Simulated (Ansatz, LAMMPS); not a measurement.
**Glassy CaAl2SiO6 (110 atoms) in motion**

How do the atoms of glassy CaAl2SiO6 (110 atoms) move, and what local order do they keep?

Program: Ansatz 0.2.0. Level of theory: Kohn-Sham DFT, PBEsol, PAW (set soft_2), plane waves. Results are calculated unless marked as measured.

**What experiment says.** A Ca0.33Al0.67Si0.33O2 glass plate was measured by high-energy x-ray diffraction at 20 K and the Si-O distance was fitted in the PDF (“Polyhedral units and network connectivity in calcium aluminosilicate glasses from high-energy x-ray diffraction”, 2000, arxiv:cond-mat/0007490): nearest Si–O distance 1.6 Å; nearest Al–O distance 1.75 Å; number of O about Al 3.95; nearest Ca–O distance 2.34 Å; number of O about Ca 5.3.

### Step 1. The structure

The cell holds 110 atoms: 22 Al, 11 Ca, 66 O and 11 Si. Its edges and angles: a = 10.972 Å, b = 10.972 Å, c = 10.972 Å, α = 90.0°, β = 90.0°, γ = 90.0°. 110 atoms (22 Al, 11 Ca, 66 O, 11 Si) placed at random at 2.9 g/cm³, melted at 4500 K for 20 ps at fixed volume with the Morse and Coulomb pair potential with partial charges (Pedone, Malavasi, Menziani, Cormack and Segre, J. Phys. Chem. B 110, 11780 (2006)). Quenched from 4500 K to 300 K at 10 K/ps and fixed volume, held 20 ps at zero pressure.

Before any run, some limits are plain. The quench rate of 10 K/ps far exceeds what a furnace or splat quench reaches, so expect more defects and frozen-in strain than in a real sample. The starting topology of bonds comes from the classical model. The Brillouin zone is sampled at Γ only, in a cell whose shortest periodic width is 11 Å.

### Step 2. Single point at the start

A single point comes first, to see the forces before anything moves.

File input.yaml:

```yaml
crystal:
  lattice:
    - [10.97159, 0.0, 0.0]
    - [0.0, 10.97159, 0.0]
    - [0.0, 0.0, 10.97159]
  atoms:
    - { symbol: Al, position: [0.87022, 0.34175, 0.71248] }
    - { symbol: Al, position: [0.24888, 0.97124, 0.15342] }
    - { symbol: Al, position: [0.1103, 0.64385, 0.45646] }
    - { symbol: Al, position: [0.26766, 0.01355, 0.44217] }
    [... 100 atom lines left out ...]
    - { symbol: Si, position: [0.42993, 0.81599, 0.54571] }
    - { symbol: Si, position: [0.74596, 0.27566, 0.93848] }
    - { symbol: Si, position: [0.53609, 0.4349, 0.04354] }
    - { symbol: Si, position: [0.71275, 0.56632, 0.70069] }
    - { symbol: Si, position: [0.72792, 0.40527, 0.25239] }
    - { symbol: Si, position: [0.11614, 0.68414, 0.72842] }
kpoints:
  mp_grid: { grid: [1, 1, 1] }
hamiltonian:
  xc: pbesol
scf:
  occupations: { method: gaussian, width: 0.025 }
output:
  forces: true
```

On the command line:

```sh
> ansatz run input.yaml --threads 4 --pin off --max-ram 8192MiB --backend cpu --events-out ev --progress --plain --runs-dir out
```

The job ended after 15 s (4 threads of Arm Neoverse V1, shared host; peak memory 1.8 GiB).

Numbers from this run:

| Property | Result |
| --- | --- |
| free energy | -75269.8809 eV |
| free energy per atom | -684.2716 eV/atom |
| SCF cycles | 10 |
| r.m.s. force component | 1.296 eV/Å |
| longest force | 6.388 eV/Å |
| Fermi energy | 7.05 eV |

The r.m.s. force component of 1.3 eV/Å sets the starting point.

Neighbours are counted within 2.27 Å (O-Al), 2.83 Å (O-Ca), 1.95 Å (O-Si).

Length of the force by element and coordination:

```csv
element,coordination,atoms,mean length of the force (eV/Å),spread,least,most
Al,all,22,1.72,0.949,0.289,4.35
Al,4,19,1.78,0.971,0.289,4.35
Al,5,3,1.37,0.699,0.400,2.02
Ca,all,11,0.870,0.391,0.297,1.55
Ca,4,1,1.55,0,1.55,1.55
Ca,5,2,1.13,0.0221,1.11,1.15
Ca,6,3,0.66,0.259,0.297,0.881
Ca,7,5,0.757,0.372,0.297,1.22
O,all,66,1.89,1.16,0.227,5.96
O,2,15,2.29,1.20,0.680,5.11
O,3,34,1.81,1.09,0.227,5.96
O,4,16,1.74,1.20,0.357,5.28
O,5,1,1.04,0,1.04,1.04
Si,all,11,3.05,1.71,0.615,6.39
Si,3,1,6.39,0,6.39,6.39
Si,4,10,2.71,1.41,0.615,4.49
```

### Step 3. Dynamics started at 300 K

A Nosé–Hoover thermostat steers the temperature while disturbing the dynamics little. The time step is 1.0 fs.

input.yaml, as its differences from that of step 2:

```diff
@@ -15 +15,8 @@
   forces: true
+md:
+  timestep: 1.0
+  n_steps: 246
+  ensemble: nvt_nose_hoover
+  temperature: 300
+  initial_velocities: maxwell_boltzmann
+  seed: 1059
```

Run time: 33 min. Hardware: 4 threads; peak memory 1.9 GiB; 2.2 h of CPU time.

The program notes that it switched symmetry off.

Rows from the run:

```
time (fs)  T (K)  potential (meV/atom)  conserved (meV/atom)
      0.0    300                   0.0                  0.00
     16.0    421                 -16.1                 -0.08
     33.0    434                 -19.7                 -0.12
     49.0    462                 -26.1                 -0.14
     66.0    438                 -26.4                 -0.13
     82.0    429                 -28.2                 -0.14
     98.0    367                 -22.4                 -0.13
    115.0    418                 -30.8                 -0.14
    131.0    362                 -25.8                 -0.11
    148.0    344                 -25.8                 -0.12
    164.0    351                 -28.6                 -0.12
    180.0    336                 -29.0                 -0.11
    197.0    346                 -32.6                 -0.13
    213.0    328                 -32.4                 -0.13
    230.0    317                 -33.1                 -0.14
    246.0    314                 -34.7                 -0.15
```

Mean square displacement from the first frame to the last: Al 0.036 Å², Ca 0.12 Å², O 0.069 Å², Si 0.041 Å².

The mean square displacement by time lag:

| time lag (fs) | Al (Å²) | Ca (Å²) | O (Å²) | Si (Å²) |
| --- | --- | --- | --- | --- |
| 1.0 | 3.3e-5 | 2.0e-5 | 6.0e-5 | 3.8e-5 |
| 6.0 | 0.00116 | 7.3e-4 | 0.00210 | 0.00132 |
| 11.0 | 0.00363 | 0.00243 | 0.00645 | 0.00397 |
| 21.0 | 0.0103 | 0.00845 | 0.0175 | 0.00979 |
| 26.0 | 0.0134 | 0.0125 | 0.0226 | 0.0119 |
| 31.0 | 0.0160 | 0.0171 | 0.0272 | 0.0136 |
| 36.0 | 0.0181 | 0.0219 | 0.0315 | 0.0152 |
| 41.0 | 0.0198 | 0.0270 | 0.0357 | 0.0171 |
| 51.0 | 0.0229 | 0.0370 | 0.0431 | 0.0210 |
| 56.0 | 0.0244 | 0.0418 | 0.0458 | 0.0225 |
| 62.0 | 0.0262 | 0.0473 | 0.0485 | 0.0241 |
| 67.0 | 0.0274 | 0.0514 | 0.0504 | 0.0256 |
| 72.0 | 0.0284 | 0.0552 | 0.0523 | 0.0274 |
| 82.0 | 0.0300 | 0.0614 | 0.0560 | 0.0314 |
| 87.0 | 0.0305 | 0.0640 | 0.0575 | 0.0330 |
| 92.0 | 0.0310 | 0.0662 | 0.0588 | 0.0342 |
| 97.0 | 0.0315 | 0.0681 | 0.0600 | 0.0349 |
| 102.0 | 0.0320 | 0.0698 | 0.0611 | 0.0355 |
| 112.0 | 0.0333 | 0.0729 | 0.0634 | 0.0366 |
| 117.0 | 0.0340 | 0.0744 | 0.0645 | 0.0373 |
| 123.0 | 0.0348 | 0.0761 | 0.0656 | 0.0379 |

Over the second half of 246 fs the temperature averages 352 K with swings of 20 K r.m.s. The conserved energy stays within 0.17 meV/atom. From first frame to last Ca has the largest mean square displacement, 0.12 Å² at the end; the farthest move is 0.88 Å. The mean temperature of 352 K lies well off the 300 K of the input, so the thermostat hasn't yet brought the run to equilibrium. The count of bonds goes from 219 in the first frame to 221 in the last, by one set of cutoffs: 3 pairs passed out of them and 5 came within. The run spans 0.25 ps, too short for its means to be equilibrium values.

### Step 4. Distances and neighbours late in the run

The g(r) is a mean over the second half; what follows it is taken at the last frame.

Bonds before and after, by the cutoffs listed below:

```csv
pair,bonds before,bonds after,mean before (Å),mean after (Å),spread before (Å),spread after (Å)
O-Al,94,95,1.809,1.813,0.144,0.108
O-Ca,80,81,2.546,2.507,0.247,0.243
O-Si,45,45,1.631,1.659,0.097,0.066
```

Density 3.02 g/cm³, 12.01 Å³ an atom.

Mean of 14 frames. Pair distribution functions g(r), in bins of 0.2 Å:

```
r (Å)  total   O-O  O-Al  O-Ca  O-Si  Al-Al  Al-Ca
 1.50   0.24  0.00  0.00  0.00  2.03   0.00   0.00
 1.70   2.59  0.00  6.00  0.00  9.56   0.00   0.00
 1.90   1.02  0.00  4.09  0.00  0.35   0.00   0.00
 2.10   0.14  0.01  0.31  0.48  0.01   0.00   0.00
 2.30   0.58  0.10  0.11  4.28  0.00   0.00   0.00
 2.50   0.81  1.22  0.09  2.89  0.00   0.02   0.00
 2.70   1.25  2.91  0.10  0.98  0.01   0.90   0.10
 2.90   1.12  2.15  0.14  0.52  0.16   1.31   1.64
 3.10   1.18  1.46  0.48  0.29  0.46   2.53   2.74
 3.30   0.97  0.83  0.69  0.34  0.93   2.68   2.46
 3.50   1.02  0.81  1.20  0.58  1.33   0.79   1.79
 3.70   0.90  0.60  1.18  0.67  1.38   0.25   1.17
 3.90   0.98  0.60  1.37  0.97  1.42   0.48   1.50
 4.10   1.10  0.65  1.63  1.20  1.85   0.60   0.61
 4.30   1.06  0.66  1.52  1.25  1.51   0.53   0.52
 4.50   1.06  0.97  1.34  1.08  1.09   0.88   0.54
 4.70   1.01  1.16  0.88  1.25  0.84   1.19   0.54
 4.90   0.95  1.23  0.65  1.38  0.59   0.72   0.47
 5.10   1.02  1.29  0.70  1.17  0.68   0.99   0.96
 5.30   1.02  1.27  0.81  0.77  0.70   1.17   1.12
```

Bonds by pair of elements; cutoffs follow the first minimum of g(r), held within bounds set by covalent radii, and pairs that aren't listed don't count as bonded:

```csv
pair A-B,cutoff (Å),bonds,mean length (Å),spread (Å),shortest (Å),B about A,A about B
O-Al,2.43,95,1.81,0.108,1.63,1.44,4.32
O-Ca,3.18,81,2.51,0.243,2.15,1.23,7.36
O-Si,2.16,45,1.66,0.066,1.57,0.682,4.09
```

How many atoms have how many bonded neighbours:

| element | mean | 2 | 3 | 4 | 5 | 6 | 7 | 8 | 10 |
| --- | --- | --- | --- | --- | --- | --- | --- | --- | --- |
| Al | 4.32 | 0 | 0 | 16 | 5 | 1 | 0 | 0 | 0 |
| Ca | 7.36 | 0 | 0 | 0 | 0 | 3 | 3 | 4 | 1 |
| O | 3.35 | 6 | 33 | 25 | 2 | 0 | 0 | 0 | 0 |
| Si | 4.09 | 0 | 0 | 10 | 1 | 0 | 0 | 0 | 0 |

Bond angles, per cent of each kind in bins of 5°:

```
angle (°)  O-Al-O  Al-O-Ca  O-Si-O  Ca-O-Si
    65–70     0.0      3.0     0.0      0.0
    70–75     0.6      2.0     0.0      0.0
    75–80     2.5      4.0     0.0      2.2
    80–85     4.3      4.0     1.4     11.1
    85–90     8.1     12.9     2.9      8.9
    90–95     8.1     13.9     4.3     15.6
   95–100    13.7     16.8     5.7     13.3
  100–105    14.3      5.9    15.7      4.4
  105–110    12.4      4.0    27.1      4.4
  110–115     9.9      6.9    20.0      4.4
  115–120     7.4      5.9    15.7      6.7
  120–125     5.6      4.0     4.3      4.4
  125–130     2.5      4.0     1.4      2.2
  130–135     0.6      4.0     0.0      8.9
  135–140     2.5      3.0     0.0      2.2
  140–145     0.6      2.0     0.0      2.2
  145–150     0.6      3.0     0.0      2.2
  150–155     0.6      0.0     0.0      2.2
  155–160     3.1      1.0     0.0      2.2
  160–165     1.2      0.0     0.0      0.0
  165–170     0.6      0.0     1.4      0.0
  170–175     0.6      0.0     0.0      2.2
```

Bond angles (no mean is given where the spread exceeds 20°):

```
  angle  count  mean (°)  spread (°)
 O-Al-O    161       108        19.3
Al-O-Ca    101       104        19.8
 O-Si-O     70       109        11.1
Ca-O-Si     45         -           -
```

Oxygen atoms by the number of network formers (Si, P, Ge, B, Al, As, Ga) bound to them:

```
network formers bound to O  O atoms  per cent
                         0        0         0
                         1        6       9.1
                         2       46      69.7
                         3       14      21.2
```

Network units: each former by its oxygen neighbours and how many of them bridge to another former:

```csv
former,O neighbours,bridging O,atoms
Si,4,3,2
Si,4,4,8
Si,5,4,1
Al,4,3,3
Al,4,4,13
Al,5,5,5
Al,6,6,1
```

Bond length by coordination (bonds to H left out):

```csv
element,coordination,atoms,mean bond length (Å)
Al,4,16,1.78
Al,5,5,1.86
Al,6,1,2.02
Ca,6,3,2.45
Ca,7,3,2.42
Ca,8,4,2.55
Ca,10,1,2.67
O,2,6,1.67
O,3,33,1.94
O,4,25,2.13
O,5,2,2.42
Si,4,10,1.65
Si,5,1,1.76
```

Rings of the network by King's shortest-path rule, up to 12 atoms, one path for each pair of neighbours; H, halogens, alkali and alkaline-earth atoms are left out, and the last column divides by all other atoms, bonded or not:

```
ring size (atoms)  rings  per network atom
                4      7             0.071
                6     10             0.101
                8     19             0.192
               10     29             0.293
               12     17             0.172
```

First main peaks of g(r), for some of the pairs, lie near 2.7 Å (O-O), 1.8 Å (O-Al), 2.4 Å (O-Ca), 1.6 Å (O-Si) and 3.2 Å (Al-Al). With the cutoffs above, 73 % of Al atoms have 4, 36 % of Ca atoms have 8, 50 % of O atoms have 3 and 91 % of Si atoms have 4 bonded neighbours. 70 % of the oxygens bridge two formers (Si and Al) and 9 % are non-bridging; 21 % join three. The commonest Al unit has 4 oxygens, 4 of them shared with other formers (13 of 22 atoms). Rings of 10 atoms are the most common (35 % of those counted); sizes run from 4 to 12, where the search stops.

### Step 5. Single point at the last frame

The last frame is solved once more, with the analyses that the dynamics left out.

File input.yaml:

```yaml
crystal:
  lattice:
    - [10.97159, 0.0, 0.0]
    - [0.0, 10.97159, 0.0]
    - [0.0, 0.0, 10.97159]
  atoms:
    - { symbol: Al, position: [0.86337, 0.35184, 0.71649] }
    - { symbol: Al, position: [0.24652, 0.97607, 0.15905] }
    - { symbol: Al, position: [0.11233, 0.6235, 0.45993] }
    - { symbol: Al, position: [0.2767, 0.01628, 0.46612] }
    [... 100 atom lines left out ...]
    - { symbol: Si, position: [0.432, 0.79439, 0.54621] }
    - { symbol: Si, position: [0.73178, 0.28965, 0.95231] }
    - { symbol: Si, position: [0.53106, 0.43912, 0.03846] }
    - { symbol: Si, position: [0.71166, 0.57731, 0.68686] }
    - { symbol: Si, position: [0.72836, 0.40665, 0.24704] }
    - { symbol: Si, position: [0.12702, 0.6918, 0.73095] }
kpoints:
  mp_grid: { grid: [1, 1, 1] }
hamiltonian:
  xc: pbesol
scf:
  occupations: { method: gaussian, width: 0.025 }
output:
  forces: true
  stress: true
  populations: true
  dos:
    method: { smearing: { sigma: 0.15 } }
    de: 0.1
    projected: { site_lists: { Al: [Al], Ca: [Ca], O: [O], Si: [Si] } }
  eigenvalues: true
  write_density: true
  write_potential: true
  volumetric_format: npy
```

It took 28 s on 4 threads; peak memory 1.8 GiB.

Numbers from this run:

```yaml
free_energy: -75273.6929 eV
free_energy_per_atom: -684.3063 eV/atom
scf_cycles: 10
pressure: 0.1578 GPa
r_m_s_force_component: 0.8046 eV/Å
longest_force: 2.933 eV/Å
fermi_energy: 7.101 eV
spacing_of_highest_filled_and_lowest_empty_level: 3.73 eV
spilling_of_the_projection: 0.01229
```

Neighbours are counted within 2.43 Å (O-Al), 3.18 Å (O-Ca), 2.16 Å (O-Si), the cutoffs taken from the dynamics.

Length of the force by element and coordination:

```
element  coordination  atoms  mean length of the force (eV/Å)  spread  least   most
     Al           all     22                             1.38   0.677  0.466   2.93
     Al             4     16                             1.48   0.721  0.520   2.93
     Al             5      5                            0.982   0.382  0.466   1.38
     Al             6      1                             1.66       0   1.66   1.66
     Ca           all     11                            0.693   0.347  0.194   1.33
     Ca             6      3                            0.544   0.252  0.194  0.780
     Ca             7      3                            0.626   0.465  0.215   1.28
     Ca             8      4                            0.846   0.277  0.677   1.33
     Ca            10      1                            0.724       0  0.724  0.724
      O           all     66                             1.17   0.647  0.131   2.89
      O             2      6                             1.41   0.817  0.131   2.77
      O             3     33                             1.16   0.650  0.249   2.89
      O             4     25                             1.13   0.610  0.210   2.51
      O             5      2                             1.12  0.0964   1.02   1.21
     Si           all     11                             1.80   0.359   1.09   2.33
     Si             4     10                             1.77   0.366   1.09   2.33
     Si             5      1                             2.07       0   2.07   2.07
```

Löwdin charges by element and coordination (they lack the spilled electrons, 0.069 e an atom on average):

| element | coordination | atoms | mean charge (e) | spread | least | most |
| --- | --- | --- | --- | --- | --- | --- |
| Al | all | 22 | 1.25 | 0.0504 | 1.11 | 1.33 |
| Al | 4 | 16 | 1.25 | 0.0541 | 1.11 | 1.33 |
| Al | 5 | 5 | 1.24 | 0.038 | 1.21 | 1.31 |
| Al | 6 | 1 | 1.21 | 0 | 1.21 | 1.21 |
| Ca | all | 11 | 1.80 | 0.0168 | 1.77 | 1.83 |
| Ca | 6 | 3 | 1.79 | 0.0012 | 1.78 | 1.79 |
| Ca | 7 | 3 | 1.79 | 0.0181 | 1.77 | 1.80 |
| Ca | 8 | 4 | 1.80 | 0.0171 | 1.79 | 1.83 |
| Ca | 10 | 1 | 1.82 | 0 | 1.82 | 1.82 |
| O | all | 66 | -0.874 | 0.0822 | -1.10 | -0.754 |
| O | 2 | 6 | -0.788 | 0.0239 | -0.829 | -0.754 |
| O | 3 | 33 | -0.839 | 0.0513 | -0.933 | -0.766 |
| O | 4 | 25 | -0.927 | 0.0754 | -1.10 | -0.806 |
| O | 5 | 2 | -1.04 | 0.0488 | -1.09 | -0.989 |
| Si | all | 11 | 1.64 | 0.0372 | 1.58 | 1.69 |
| Si | 4 | 10 | 1.64 | 0.0377 | 1.58 | 1.69 |
| Si | 5 | 1 | 1.61 | 0 | 1.61 | 1.61 |

States in the cell by windows of 1 eV, zero at the Fermi level; the larger projections on atomic orbitals stand beside the total:

| from (eV) | to (eV) | total | O p | Al p | O s |
| --- | --- | --- | --- | --- | --- |
| -18 | -17 | 19.2 | 0.1 | 2.0 | 14.9 |
| -17 | -16 | 2.4 | 0.0 | 0.2 | 1.9 |
| -16 | -12 | 0.0 | 0.0 | 0.0 | 0.0 |
| -12 | -11 | 0.1 | 0.0 | 0.0 | 0.0 |
| -11 | -10 | 4.1 | 2.7 | 0.0 | 0.3 |
| -10 | -9 | 10.9 | 7.5 | 0.3 | 0.7 |
| -9 | -8 | 19.4 | 14.1 | 0.6 | 0.7 |
| -8 | -7 | 31.9 | 24.2 | 1.7 | 0.8 |
| -7 | -6 | 42.6 | 33.5 | 3.0 | 1.3 |
| -6 | -5 | 60.5 | 50.8 | 4.2 | 1.3 |
| -5 | -4 | 70.7 | 63.1 | 2.9 | 1.1 |
| -4 | -3 | 86.7 | 80.8 | 1.7 | 0.8 |
| -3 | -2 | 61.7 | 58.5 | 0.8 | 0.4 |
| -2 | -1 | 7.6 | 7.2 | 0.1 | 0.0 |
| -1 | 1 | 0.0 | 0.0 | 0.0 | 0.0 |
| 1 | 2 | 1.7 | 0.1 | 0.1 | 0.5 |
| 2 | 3 | 0.4 | 0.0 | 0.0 | 0.1 |
| 3 | 4 | 15.8 | 1.7 | 2.9 | 1.7 |
| 4 | 5 | 46.7 | 3.7 | 7.1 | 3.1 |

Between -26 and -18 eV lie 176 more states.

The levels nearest the highest filled one (over half full), pooled over k-points and spins:

| level less the highest filled one (eV) | occupation |
| --- | --- |
| -0.244 | 2 |
| -0.223 | 2 |
| -0.127 | 2 |
| -0.0821 | 2 |
| -0.0253 | 2 |
| 0 | 2 |
| 3.73 | 0 |
| 5.02 | 0 |
| 5.25 | 0 |
| 5.42 | 0 |
| 5.54 | 0 |
| 5.67 | 0 |

Mean Löwdin charges: Al +1.25, Ca +1.80, O -0.87, Si +1.64 e (they miss 1.2 % of the electrons, so they add up to more than the cell's charge).

### Step 6. Outcome

```json
{"mean temperature, second half": "352.1 K", "temperature swing, second half": "20.06 K", "slope of the conserved energy against time, by least squares": "-0.2315 meV/atom/ps", "free energy per atom": "-684.3063 eV/atom", "pressure": "0.1578 GPa", "r.m.s. force component": "0.8046 eV/Å", "gap (highest filled to lowest empty level)": "3.73 eV", "wall time of the 3 DFT runs": "34 min"}
```

**Reading.** Over the second half of 246 fs the temperature averages 352 K with swings of 20 K r.m.s. The conserved energy stays within 0.17 meV/atom. The mean temperature of 352 K lies well off the 300 K of the input, so the thermostat hasn't yet brought the run to equilibrium. The count of bonds goes from 219 in the first frame to 221 in the last, by one set of cutoffs: 3 pairs passed out of them and 5 came within. The run spans 0.25 ps, too short for its means to be equilibrium values. With the cutoffs above, 73 % of Al atoms have 4, 36 % of Ca atoms have 8, 50 % of O atoms have 3 and 91 % of Si atoms have 4 bonded neighbours. 70 % of the oxygens bridge two formers (Si and Al) and 9 % are non-bridging; 21 % join three.

The highest filled and lowest empty levels differ by 3.73 eV (at Γ alone); a semilocal functional tends to put such gaps too low. In a disordered cell it changes from sample to sample, and tail or defect levels can set it.

**Limits.** The starting topology of bonds comes from the classical model; in DFT 3 of its 219 bonded pairs passed out of the cutoffs and 5 came within them. The stress is far from hydrostatic: its diagonal is -1.3, -0.9, 2.7 GPa, compression counted positive. The pressure of a single frame lacks the kinetic term, about 0.40 GPa here.

Against the measurements quoted at the start:

```
             quantity  measured  this cell  difference             method of the measurement
nearest Si–O distance     1.6 Å     1.64 Å      +2.5 %  high-energy XRD, Gaussian fit to PDF
nearest Al–O distance    1.75 Å     1.79 Å      +2.3 %  high-energy XRD, Gaussian fit to PDF
 number of O about Al      3.95       4.32      +9.3 %  high-energy XRD, Gaussian fit to PDF
nearest Ca–O distance    2.34 Å     2.37 Å      +1.3 %  high-energy XRD, Gaussian fit to PDF
 number of O about Ca       5.3       7.36     +38.9 %  high-energy XRD, Gaussian fit to PDF
```

The cell differs from the measured distances by up to 2.5 % and neighbour counts by up to 38.9 %. Distances of this cell are positions of the first main peak of g(r), or bond means where the peak is narrow; means over all bonds within a cutoff lie farther out for broad shells. The network comes from the model that made the cell; in DFT 3 of its 219 bonded pairs passed out of the cutoffs and 5 came within them. Our coordination numbers hang on a cutoff, and experiments count neighbours in their own ways.

[Logs are printed without paths, hosts, clocks, repeated set-up lines and the standing remarks that a program may print on its own settings, such as how far it seeks lower states.]

[Hosts, paths, dates, database ids (printed as entryN), source tags and the programs' standing remarks are cut or masked in the printed files.]
